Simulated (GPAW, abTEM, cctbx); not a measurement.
## MgAgCl3: the scripts behind a bonding study

Short scripts, each with its output. The cell comes from substitution in a known structure type and wasn't matched to any measured phase.

### 1. Build the all-electron density and subtract free atoms

```text
cell
1.0
     4.910299200    0.000000000    0.000000000
     0.000000000    4.910299200    0.000000000
     0.000000000    0.000000000    4.910299200
Ag Cl Mg
1 3 1
Direct
0.000000000 0.000000000 0.000000000
0.500000000 0.500000000 0.000000000
0.500000000 0.000000000 0.500000000
0.000000000 0.500000000 0.500000000
0.500000000 0.500000000 0.500000000
```

```python
import numpy as np
from ase.io import read
from ase.units import Bohr
from gpaw import GPAW, PW, FermiDirac
from gpaw.calculator import GPAW as OldGPAW
from gpaw.mpi import serial_comm, world
from scipy.special import erfc
from scipy.spatial import cKDTree

atoms = read("cell.vasp")
atoms.calc = GPAW(mode=PW(450), xc="PBE", kpts={"size": (4, 4, 4), "gamma": True},
                 occupations=FermiDirac(0.05), maxiter=120, symmetry={"tolerance": 1e-5}, txt="scf.txt")
atoms.get_potential_energy()
rho = atoms.calc.get_all_electron_density(gridrefinement=2)
moments = atoms.get_magnetic_moments() if atoms.calc.get_number_of_spins() == 2 else np.zeros(len(atoms))
total = atoms.get_magnetic_moment() if moments.any() else 0.0
if world.rank == 0:
    free = OldGPAW(mode=PW(450), xc="PBE", txt=None, communicator=serial_comm)
    neutral = atoms.copy()
    neutral.set_initial_magnetic_moments(None)
    free.initialize(neutral)
    free.set_positions(neutral)
    drho = rho - free.get_all_electron_density(gridrefinement=2)
    # GPAW starts from confined atoms: exchange their smooth part for that of the datasets' free atoms
    h = np.stack(np.meshgrid(*[np.fft.fftfreq(n, 1 / n) for n in drho.shape], indexing="ij"), -1)
    gabs = np.linalg.norm(h @ atoms.cell.reciprocal(), axis=-1)
    tails = np.fft.fftn(free.get_pseudo_density(gridrefinement=2))
    g, form, v0 = np.linspace(0, gabs.max(), 1500), {}, 0
    for e in set(atoms.symbols):
        idx = atoms.symbols.search(e)
        d = free.setups[idx[0]].data
        r, w = d.rgd.r_g * Bohr, d.rgd.r_g**2 * d.rgd.dr_g
        j0 = np.sinc(2 * g[:, None] * r)
        smooth = sum(f * p**2 for f, p in zip(d.f_j, d.phit_jg)) + np.sqrt(4 * np.pi) * d.nct_g
        full = sum(f * p**2 for f, p in zip(d.f_j, d.phi_jg)) + np.sqrt(4 * np.pi) * d.nc_g
        phase = sum(np.exp(-2j * np.pi * h @ s) for s in atoms.get_scaled_positions()[idx])
        tails -= np.interp(gabs, g, j0 @ (smooth * w)) * phase * drho.size / atoms.get_volume()
        form[e] = j0 @ (full * w)
        v0 += 2 * np.pi / 3 * 14.3996 * (full * w * r**2).sum() * len(idx)  # V A^3
    tails *= 0.5 * erfc((gabs - 1.8) / 0.25)  # the tails differ at long wavelengths alone
    drho += np.fft.ifftn(tails).real  # crystal minus superposed spherical free atoms
    np.save("drho.npy", drho)
    dv = atoms.get_volume() / drho.size
    print("grid", drho.shape, " electrons %.3f" % (rho.sum() * dv), " moved by bonding %.3f e" % (abs(drho).sum() * dv / 2))
    pts = np.indices(drho.shape).reshape(3, -1).T / drho.shape @ atoms.cell
    shifts = (np.indices((3, 3, 3)).reshape(3, -1).T - 1) @ atoms.cell
    images = (atoms.positions[None] + shifts[:, None]).reshape(-1, 3)
    dist, idx = cKDTree(images).query(pts, k=4)
    out = drho.ravel()[dist[:, 0] > 0.5]
    print("deformation density beyond 0.5 A of the nuclei: max %.3f, min %.3f e/A^3" % (out.max(), out.min()))
    tie = dist < dist[:, :1] + 1e-4
    q = -np.bincount((idx % len(atoms))[tie], (drho.ravel()[:, None] / tie.sum(1, keepdims=True) * tie)[tie], len(atoms)) * dv
    print("atom        x       y       z   Voronoi charge  moment")
    for a, s, c, m in zip(atoms, atoms.get_scaled_positions(), q, moments):
        print("%-2s%-3d %7.4f %7.4f %7.4f %10.3f %10.2f" % (a.symbol, a.index + 1, *s, c, m))
    np.savez("free.npz", g=g, **form)
    print("mean inner potential of superposed free atoms %.3f V" % (v0 / atoms.get_volume()))
    print("total magnetic moment %.3f muB" % total)
```

```console
$ OMP_NUM_THREADS=1 mpirun -n 4 gpaw python run.py > gpaw.log
```

```text
grid (50, 50, 50)  electrons 110.000  moved by bonding 0.938 e
deformation density beyond 0.5 A of the nuclei: max 0.084, min -0.058 e/A^3
atom        x       y       z   Voronoi charge  moment
Ag1    0.0000  0.0000  0.0000      0.440       0.00
Cl2    0.5000  0.5000  0.0000     -0.260       0.00
Cl3    0.5000  0.0000  0.5000     -0.260       0.00
Cl4    0.0000  0.5000  0.5000     -0.260       0.00
Mg5    0.5000  0.5000  0.5000      0.339       0.00
mean inner potential of superposed free atoms 11.400 V
total magnetic moment 0.000 muB
```

Time: 8 s on 4 cores of Intel(R) Xeon(R) Platinum 8488C (Sapphire Rapids) (shared host), peak memory 0.7 GiB.

### 2. Fourier-transform the difference

```python
from cctbx import adptbx, crystal, miller, xray
from cctbx.eltbx import tiny_pse
import numpy as np

cs = crystal.symmetry(unit_cell=(4.9103, 4.9103, 4.9103, 90, 90, 90), space_group_symbol='Hall: -P 4 2 3')  # Pm-3m
atoms = [  # label, site, U (iso, or U11 U22 U33 U12 U13 U23 in A^2), occupancy
    ("Ag1", (0, 0, 0), 0.0000, 1),
    ("Cl1", (0.5, 0.5, 0), 0.0000, 1),
    ("Mg1", (0.5, 0.5, 0.5), 0.0000, 1),
]
xs = xray.structure(crystal_symmetry=cs)
for label, site, u, occ in atoms:
    u = adptbx.u_cif_as_u_star(cs.unit_cell(), u) if isinstance(u, tuple) else u
    xs.add_scatterer(xray.scatterer(label, site=site, u=u, occupancy=occ))
xs.scattering_type_registry(table="wk1995")
drho = np.load("drho.npy")
T = np.array([[1, 0, 0], [0, 1, 0], [0, 0, 1]])  # conventional axes in terms of the primitive ones
dF = np.fft.ifftn(drho) * 118.39241  # electrons a conventional cell, indexed by primitive hkl
ms = miller.build_set(cs, anomalous_flag=False, d_min=0.9).sort("resolution")
iam = ms.structure_factors_from_scatterers(xs, algorithm="direct").f_calc()
p1 = xs.expand_to_p1()
z = np.array([tiny_pse.table(sc.scattering_type).atomic_number() for sc in p1.scatterers()])
x = np.array(p1.sites_frac())
free = np.load("free.npz")
print("static structure factors of the conventional cell: F in electrons, V (Mott-Bethe) in volts")
print("   h  k  l      d  |F| table  |F| free   |F| DFT   change   |V| free  |V| DFT  change %")
for h, d, table in list(zip(ms.indices(), ms.d_spacings().data(), iam.data()))[:16]:
    df = dF[tuple(np.rint(np.linalg.solve(T, h)).astype(int))]
    phase = np.exp(2j * np.pi * x @ h)
    f = sum(np.interp(1 / d, free["g"], free[sc.scattering_type]) * p for sc, p in zip(p1.scatterers(), phase))
    fz = (z * phase).sum()
    c = 14.3996 * d * d / (np.pi * cs.unit_cell().volume())
    v0, v1 = abs(fz - f) * c, abs(fz - f - df) * c
    print("%4d%3d%3d %7.4f %9.3f %9.3f %9.3f %8.3f %9.3f %8.3f %8s" % (h + (d, abs(table), abs(f), abs(f + df), abs(f + df) - abs(f), v0, v1, "%.1f" % (100 * (v1 / v0 - 1)) if v0 > 0.02 else "-")))
```

```console
$ python run.py
```

```text
static structure factors of the conventional cell: F in electrons, V (Mott-Bethe) in volts
   h  k  l      d  |F| table  |F| free   |F| DFT   change   |V| free  |V| DFT  change %
   0  1  0  4.9103    18.258    18.218    18.002   -0.216     0.204    0.002    -98.9
   0  1  1  3.4721    37.320    37.294    36.909   -0.385     2.197    2.376      8.2
   1  1  1  2.8350    68.685    68.652    69.060    0.408     5.398    5.271     -2.4
   0  2  0  2.4552    82.268    82.234    82.453    0.219     6.479    6.428     -0.8
   0  2  1  2.1960    16.928    16.857    16.907    0.049     0.213    0.204     -4.3
   1  2  1  2.0046    32.658    32.552    32.596    0.044     1.470    1.463     -0.5
   0  2  2  1.7361    70.065    70.061    70.040   -0.021     4.660    4.663      0.1
   0  3  0  1.6368    15.276    15.254    15.203   -0.051     0.285    0.290      1.9
   1  2  2  1.6368    15.276    15.254    15.405    0.151     0.285    0.269     -5.5
   0  3  1  1.5528    29.250    29.184    29.369    0.185     1.196    1.179     -1.4
   1  3  1  1.4805    50.395    50.460    50.368   -0.091     3.016    3.024      0.3
   2  2  2  1.4175    62.796    62.806    62.734   -0.072     3.671    3.677      0.2
   0  3  2  1.3619    13.967    13.989    13.999    0.010     0.288    0.287     -0.3
   1  3  2  1.3123    26.553    26.530    26.586    0.056     1.031    1.028     -0.4
   0  4  0  1.2276    57.833    57.840    57.858    0.018     3.043    3.042     -0.0
   2  3  2  1.1909    12.982    13.038    13.060    0.022     0.272    0.271     -0.4
```

Time: 0.25 s on 1 core of Intel(R) Xeon(R) Platinum 8488C (Sapphire Rapids) (shared host), peak memory 0.08 GiB.

### 3. Rock the beam across one reflection

```python
import abtem
import numpy as np
from ase.build import make_supercell
from ase.io import read

abtem.config.set({"dask.lazy": False, "fft": "fftw", "diagnostics.progress_bar": False})
M = [[0, 1, 0], [-1, 0, 0], [0, 0, 1]]  # rows: x, y and beam direction in the primitive cell's axes
unit = make_supercell(read("cell.vasp"), M)
unit.set_cell(list(unit.cell.lengths()) + [90, 90, 90], scale_atoms=True)
unit.positions[:, 2] += 1.2276  # keeps atomic planes off the slice boundaries
unit.wrap()
slab = unit * (1, 1, 184)
print(slab.get_chemical_formula(), "| box %.2f x %.2f x %.2f A" % tuple(slab.cell.lengths()))

# change of the potential by bonding, from the DFT deformation density (Poisson's equation term by term)
drho = np.load("drho.npy")
prim = read("cell.vasp")
h = np.stack(np.meshgrid(*[np.fft.fftfreq(n, 1 / n) for n in drho.shape], indexing="ij"), -1).reshape(-1, 3).astype(int)
g2 = ((h @ prim.cell.reciprocal()) ** 2).sum(1)
keep = (g2 > 0) & (g2 < 2.5**2)
shape = (110, 110, 28)
vg = np.zeros(shape, complex)
hm = h[keep] @ np.array(M).T
move = np.exp(-2j * np.pi * hm[:, 2] * (1.2276 / unit.cell[2, 2] - 0.5 / shape[2]))  # the same shift, sampled at mid-points
vg[tuple(hm.T % np.array(shape)[:, None])] = -14.3996 / np.pi * (np.fft.fftn(drho).ravel() / drho.size)[keep] / g2[keep] * move
dV = np.fft.ifftn(vg).real * vg.size
dV = dV.reshape(110, 110, 2, 14).mean(3) * unit.cell[2, 2] / 2  # V A, projected in each slice
dV = np.tile(dV.transpose(2, 0, 1), (184, 1, 1))


def build(atoms):
    p = abtem.Potential(atoms, gpts=(110, 110), slice_thickness=[slab.cell[2, 2] / 368] * 368,
                        parametrization="lobato", projection="infinite", exit_planes=92).build()
    p.array[:] += BONDING * dV
    return p


def potentials():
    yield build(slab)  # atoms at rest


for label, BONDING in (("IAM", 0.0), ("DFT", 1.0)):
    print("=====", label)
    potential = build(slab)
    print("grid", potential.gpts, "slices", potential.num_slices)
    thickness = potential.exit_thicknesses
    h = np.array(M) @ np.linalg.solve(np.array([[1, 0, 0], [0, 1, 0], [0, 0, 1]]), [1, 1, 0])
    ix, iy = round(h[0]) * 1, round(h[1]) * 1
    gxy = h[:2] / unit.cell.lengths()[:2]
    along = gxy / np.hypot(*gxy)
    across = np.array([-along[1], along[0]])
    bragg = 500 * abtem.PlaneWave(energy=200000).wavelength * np.hypot(*gxy)
    print("Bragg angle %.3f mrad; beam tilted 55 mrad off the zone axis across the row" % bragg)
    print("dark-field intensity of 1 1 0 against tilt along the row, in Bragg angles")
    print("  t (A)" + "".join("%8.2f" % s for s in [0.2, 0.4, 0.6, 0.8, 1.0, 1.2, 1.4, 1.6, 1.8, 2.0, 2.2, 2.4, 2.6]))
    rows = []
    row = [(n * ix, n * iy) for n in range(-8, 9)]
    for s in [0.2, 0.4, 0.6, 0.8, 1.0, 1.2, 1.4, 1.6, 1.8, 2.0, 2.2, 2.4, 2.6]:
        tilt = -s * bragg * along + 55 * across
        dp = abtem.PlaneWave(energy=200000, tilt=tuple(tilt)).multislice(potential).diffraction_patterns(max_angle="valid").array
        rows.append(dp[:, dp.shape[1] // 2 + ix, dp.shape[2] // 2 + iy])
        if s == 1.0:
            cx, cy = dp.shape[1] // 2, dp.shape[2] // 2
            share = sum(dp[:, cx + i, cy + j] for i, j in row if abs(i) < cx and abs(j) < cy) / dp.sum(axis=(1, 2))
            total = dp.sum(axis=(1, 2))
    for t, a in list(zip(thickness, np.array(rows).T))[1:]:
        print("%7.1f" % t + "".join("%8.4f" % v for v in a))
    print("at the Bragg tilt, share in the row:", share[1:].round(3).tolist(), "total:", total[1:].round(3).tolist())
```

```console
$ python run.py
```

```text
Ag184Cl552Mg184 | box 4.91 x 4.91 x 903.50 A
===== IAM
grid (110, 110) slices 368
Bragg angle 3.612 mrad; beam tilted 55 mrad off the zone axis across the row
dark-field intensity of 1 1 0 against tilt along the row, in Bragg angles
  t (A)    0.20    0.40    0.60    0.80    1.00    1.20    1.40    1.60    1.80    2.00    2.20    2.40    2.60
  225.9  0.1268  0.1418  0.1541  0.1632  0.1674  0.1630  0.1539  0.1414  0.1263  0.1070  0.0855  0.0642  0.0469
  451.7  0.3203  0.2811  0.3200  0.4248  0.4797  0.4243  0.3248  0.2885  0.3216  0.2621  0.1027  0.0318  0.0261
  677.6  0.3085  0.0811  0.2671  0.6217  0.7207  0.6177  0.2621  0.0875  0.3134  0.2429  0.1163  0.0457  0.0891
  903.5  0.1483  0.0099  0.2591  0.5644  0.6466  0.5609  0.2462  0.0086  0.1449  0.0797  0.0902  0.0008  0.0316
at the Bragg tilt, share in the row: [0.8349999785423279, 0.8939999938011169, 0.8410000205039978, 0.8240000009536743] total: [0.9940000176429749, 0.9890000224113464, 0.984000027179718, 0.9810000061988831]
===== DFT
grid (110, 110) slices 368
Bragg angle 3.612 mrad; beam tilted 55 mrad off the zone axis across the row
dark-field intensity of 1 1 0 against tilt along the row, in Bragg angles
  t (A)    0.20    0.40    0.60    0.80    1.00    1.20    1.40    1.60    1.80    2.00    2.20    2.40    2.60
  225.9  0.1463  0.1642  0.1790  0.1898  0.1948  0.1897  0.1787  0.1637  0.1457  0.1229  0.0978  0.0731  0.0529
  451.7  0.3496  0.3081  0.3528  0.4717  0.5318  0.4711  0.3573  0.3154  0.3508  0.2840  0.1102  0.0324  0.0277
  677.6  0.2997  0.0706  0.2677  0.6436  0.7449  0.6394  0.2618  0.0762  0.3044  0.2333  0.1090  0.0439  0.0916
  903.5  0.1104  0.0138  0.2400  0.4998  0.5665  0.4969  0.2273  0.0115  0.1073  0.0500  0.0719  0.0021  0.0276
at the Bragg tilt, share in the row: [0.8349999785423279, 0.8920000195503235, 0.8479999899864197, 0.8169999718666077] total: [0.9940000176429749, 0.9900000095367432, 0.984000027179718, 0.9810000061988831]
```

Time: 12 s.

### 4. Scan a probe

```python
import abtem
import numpy as np
from ase.build import make_supercell
from ase.io import read

abtem.config.set({"dask.lazy": False, "fft": "fftw", "diagnostics.progress_bar": False})
M = [[0, 1, 0], [-1, 0, 0], [0, 0, 1]]  # rows: x, y and beam direction in the primitive cell's axes
unit = make_supercell(read("cell.vasp"), M)
unit.set_cell(list(unit.cell.lengths()) + [90, 90, 90], scale_atoms=True)
unit.positions[:, 2] += 0.6138  # keeps atomic planes off the slice boundaries
unit.wrap()
slab = unit * (3, 3, 4)
print(slab.get_chemical_formula(), "| box %.2f x %.2f x %.2f A" % tuple(slab.cell.lengths()))

# change of the potential by bonding, from the DFT deformation density (Poisson's equation term by term)
drho = np.load("drho.npy")
prim = read("cell.vasp")
h = np.stack(np.meshgrid(*[np.fft.fftfreq(n, 1 / n) for n in drho.shape], indexing="ij"), -1).reshape(-1, 3).astype(int)
g2 = ((h @ prim.cell.reciprocal()) ** 2).sum(1)
keep = (g2 > 0) & (g2 < 2.5**2)
shape = (36, 36, 28)
vg = np.zeros(shape, complex)
hm = h[keep] @ np.array(M).T
move = np.exp(-2j * np.pi * hm[:, 2] * (0.6138 / unit.cell[2, 2] - 0.5 / shape[2]))  # the same shift, sampled at mid-points
vg[tuple(hm.T % np.array(shape)[:, None])] = -14.3996 / np.pi * (np.fft.fftn(drho).ravel() / drho.size)[keep] / g2[keep] * move
dV = np.fft.ifftn(vg).real * vg.size
dV = dV.reshape(36, 36, 4, 7).mean(3) * unit.cell[2, 2] / 4  # V A, projected in each slice
dV = np.tile(dV.transpose(2, 0, 1), (4, 3, 3))


def build(atoms):
    p = abtem.Potential(atoms, gpts=(108, 108), slice_thickness=[slab.cell[2, 2] / 16] * 16,
                        parametrization="lobato", projection="infinite", exit_planes=8).build()
    p.array[:] += BONDING * dV
    return p


def potentials():
    yield build(slab)  # atoms at rest


for label, BONDING in (("IAM", 0.0), ("DFT", 1.0)):
    print("=====", label)
    potential = build(slab)
    print("grid", potential.gpts, "slices", potential.num_slices)
    thickness = potential.exit_thicknesses
    probe = abtem.Probe(energy=200000, semiangle_cutoff=18)
    probe.grid.match(potential)
    print("wavelength %.5f A, largest angle on the grid %.0f mrad" % (probe.wavelength, min(probe.cutoff_angles)))
    detectors = {"ABF": (9, 18), "BF": (0, 9), "LAADF": (22, 58)}  # mrad
    columns = [  # name, x, y (A)
        ("Ag", 0.000, 0.000),
        ("ClMg", 2.455, 2.455),
        ("Cl", 0.000, 2.455),
        ("void", 1.228, 1.228),
    ]
    scan = abtem.GridScan(start=(0.0000, 0.0000), end=(4.9103, 4.9103), gpts=(15, 15), endpoint=False)
    dets = [abtem.AnnularDetector(*v) for v in detectors.values()] + [abtem.PixelatedDetector(max_angle=27)]
    runs = [probe.scan(p, scan=scan, detectors=dets, max_batch=32) for p in potentials()]
    out = [sum(x[1:], x[0]) / len(x) for x in zip(*runs)]
    images = dict(zip(detectors, out))
    images["iCOM"] = out[-1].center_of_mass().integrate_gradient()
    np.save(label + "_pacbed.npy", out[-1].array.mean(axis=(1, 2)))
    print("PACBED pixel %.3f x %.3f mrad" % out[-1].angular_sampling)
    for name, im in images.items():
        im = im.interpolate(sampling=0.1, boundary="periodic").gaussian_filter(0.25)
        np.save(label + "_" + name + ".npy", im.array)
        print(name, "signal at the columns" + (", fraction of the beam" if name in detectors else ""))
        print("  t (A)     mean" + "".join("%10s" % c[0][:9] for c in columns))
        for t, a in list(zip(thickness, im.array))[1:]:
            at = [a[round((x - 0.0000) / im.sampling[0]) % a.shape[0], round((y - 0.0000) / im.sampling[1]) % a.shape[1]] for _, x, y in columns]
            print("%7.1f %8.5f" % (t, a.mean()) + "".join("%10.5f" % v for v in at))
```

```console
$ python run.py
```

```text
Ag36Cl108Mg36 | box 14.73 x 14.73 x 19.64 A
===== IAM
grid (108, 108) slices 16
wavelength 0.02508 A, largest angle on the grid 61 mrad
PACBED pixel 1.702 x 1.702 mrad
ABF signal at the columns, fraction of the beam
  t (A)     mean        Ag      ClMg        Cl      void
    9.8  0.72034   0.62995   0.66532   0.70436   0.72760
   19.6  0.69683   0.43970   0.52109   0.64163   0.71946
BF signal at the columns, fraction of the beam
  t (A)     mean        Ag      ClMg        Cl      void
    9.8  0.25718   0.22447   0.24425   0.25782   0.26094
   19.6  0.25050   0.16216   0.21655   0.25705   0.26177
LAADF signal at the columns, fraction of the beam
  t (A)     mean        Ag      ClMg        Cl      void
    9.8  0.00960   0.09143   0.05804   0.02085   0.00178
   19.6  0.02761   0.22963   0.16464   0.06143   0.00548
iCOM signal at the columns
  t (A)     mean        Ag      ClMg        Cl      void
    9.8  0.01803   0.05538   0.05517   0.03512   0.00956
   19.6  0.01803   0.08643   0.09177   0.05283   0.00138
===== DFT
grid (108, 108) slices 16
wavelength 0.02508 A, largest angle on the grid 61 mrad
PACBED pixel 1.702 x 1.702 mrad
ABF signal at the columns, fraction of the beam
  t (A)     mean        Ag      ClMg        Cl      void
    9.8  0.72036   0.62946   0.66544   0.70471   0.72760
   19.6  0.69691   0.43848   0.52144   0.64289   0.71944
BF signal at the columns, fraction of the beam
  t (A)     mean        Ag      ClMg        Cl      void
    9.8  0.25718   0.22459   0.24430   0.25770   0.26097
   19.6  0.25050   0.16248   0.21671   0.25658   0.26185
LAADF signal at the columns, fraction of the beam
  t (A)     mean        Ag      ClMg        Cl      void
    9.8  0.00959   0.09145   0.05797   0.02078   0.00178
   19.6  0.02755   0.22966   0.16443   0.06119   0.00547
iCOM signal at the columns
  t (A)     mean        Ag      ClMg        Cl      void
    9.8  0.01765   0.05610   0.05448   0.03409   0.00926
   19.6  0.01765   0.08825   0.09078   0.05115   0.00115
```

Time: 5.6 s.

[Outputs are excerpts: Python notices, other lines and further rows are left out; steps that failed or that the build refused (PBEsol, TPSS) are not shown.]

[Logs are printed without paths, hosts, clocks, repeated set-up lines and the standing remarks that a program may print on its own settings, such as how far it seeks lower states.]
